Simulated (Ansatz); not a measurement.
Consider La2O3 (P-3m1).

Symmetry: P-3m1, No. 164, trigonal system. The conventional cell has a = 3.931 Å, b = 3.931 Å, c = 6.112 Å, α = 90.00°, β = 90.00°, γ = 120.00°. Nearest to La lie 7 O at 2.36 to 2.72 Å. Nearest to O lie 4 La at 2.36 to 2.44 Å. Nearest to O lie 6 La at 2.72 Å. Farther neighbours and most contacts between anions are not listed.

```xyz
5
Lattice="3.9308 0.0000 0.0000 -1.9654 3.4042 0.0000 0.0000 0.0000 6.1120" Properties=species:S:1:pos:R:3 pbc="T T T"
La    1.9654    1.1347    4.6070
La    0.0000    2.2694    1.5050
O     1.9654    1.1347    2.1643
O     0.0000    2.2694    3.9477
O     0.0000    0.0000    0.0000
```

The cell and positions are those that the Materials Project relaxed with its own functionals (PBE, PBE+U or r2SCAN), kept fixed. Spin-orbit coupling is left out unless a run names it. PAW set soft_2, made with PBE.

Gaps computed with Ansatz 0.2.0 without a self-energy: PBE 3.84 eV, PBE+SOC 3.83 eV, HSE06 5.29 eV and PBE0 6.03 eV. The mean ε∞ by PBE perturbation theory is 4.79.

Question: Estimate the G0W0@PBE gap with 6×6×4 mesh, 525 empty bands, screening to 200 eV, default PAW files.

About 5.48 eV: on its mesh the run moves the gap from 3.84 eV by +1.64 eV. Among the scalar-relativistic levels given, HSE06 is nearest (−0.19 eV). One-shot corrections scale roughly with one over ε∞, here 0.21. Bands and cutoff are finite, so the gap is not at the basis limit. The miss can reach some tenths of an eV and take either sign; the mesh is an error of its own. Empty 4f levels lie among the conduction bands. Their place in the start is unsure; it enters the screening, and the edge itself where they lie low. The many-body steps are scalar-relativistic: spin-orbit coupling is not in them.

[Paths, hosts, dates, memory and timing lines, banners, echoed tables and standing remarks are left out of the program output.]

[Logs are printed without paths, hosts, clocks, repeated set-up lines and the standing remarks that a program may print on its own settings, such as how far it seeks lower states.]

[Runs of the session that timed out or met a known fault of the program may be left out.]

[Cells called generated may have been cut or substituted from an entry of the Crystallography Open Database or the Materials Project.]

[Hosts, paths, dates, database ids (printed as entryN), source tags and the programs' standing remarks are cut or masked in the printed files.]
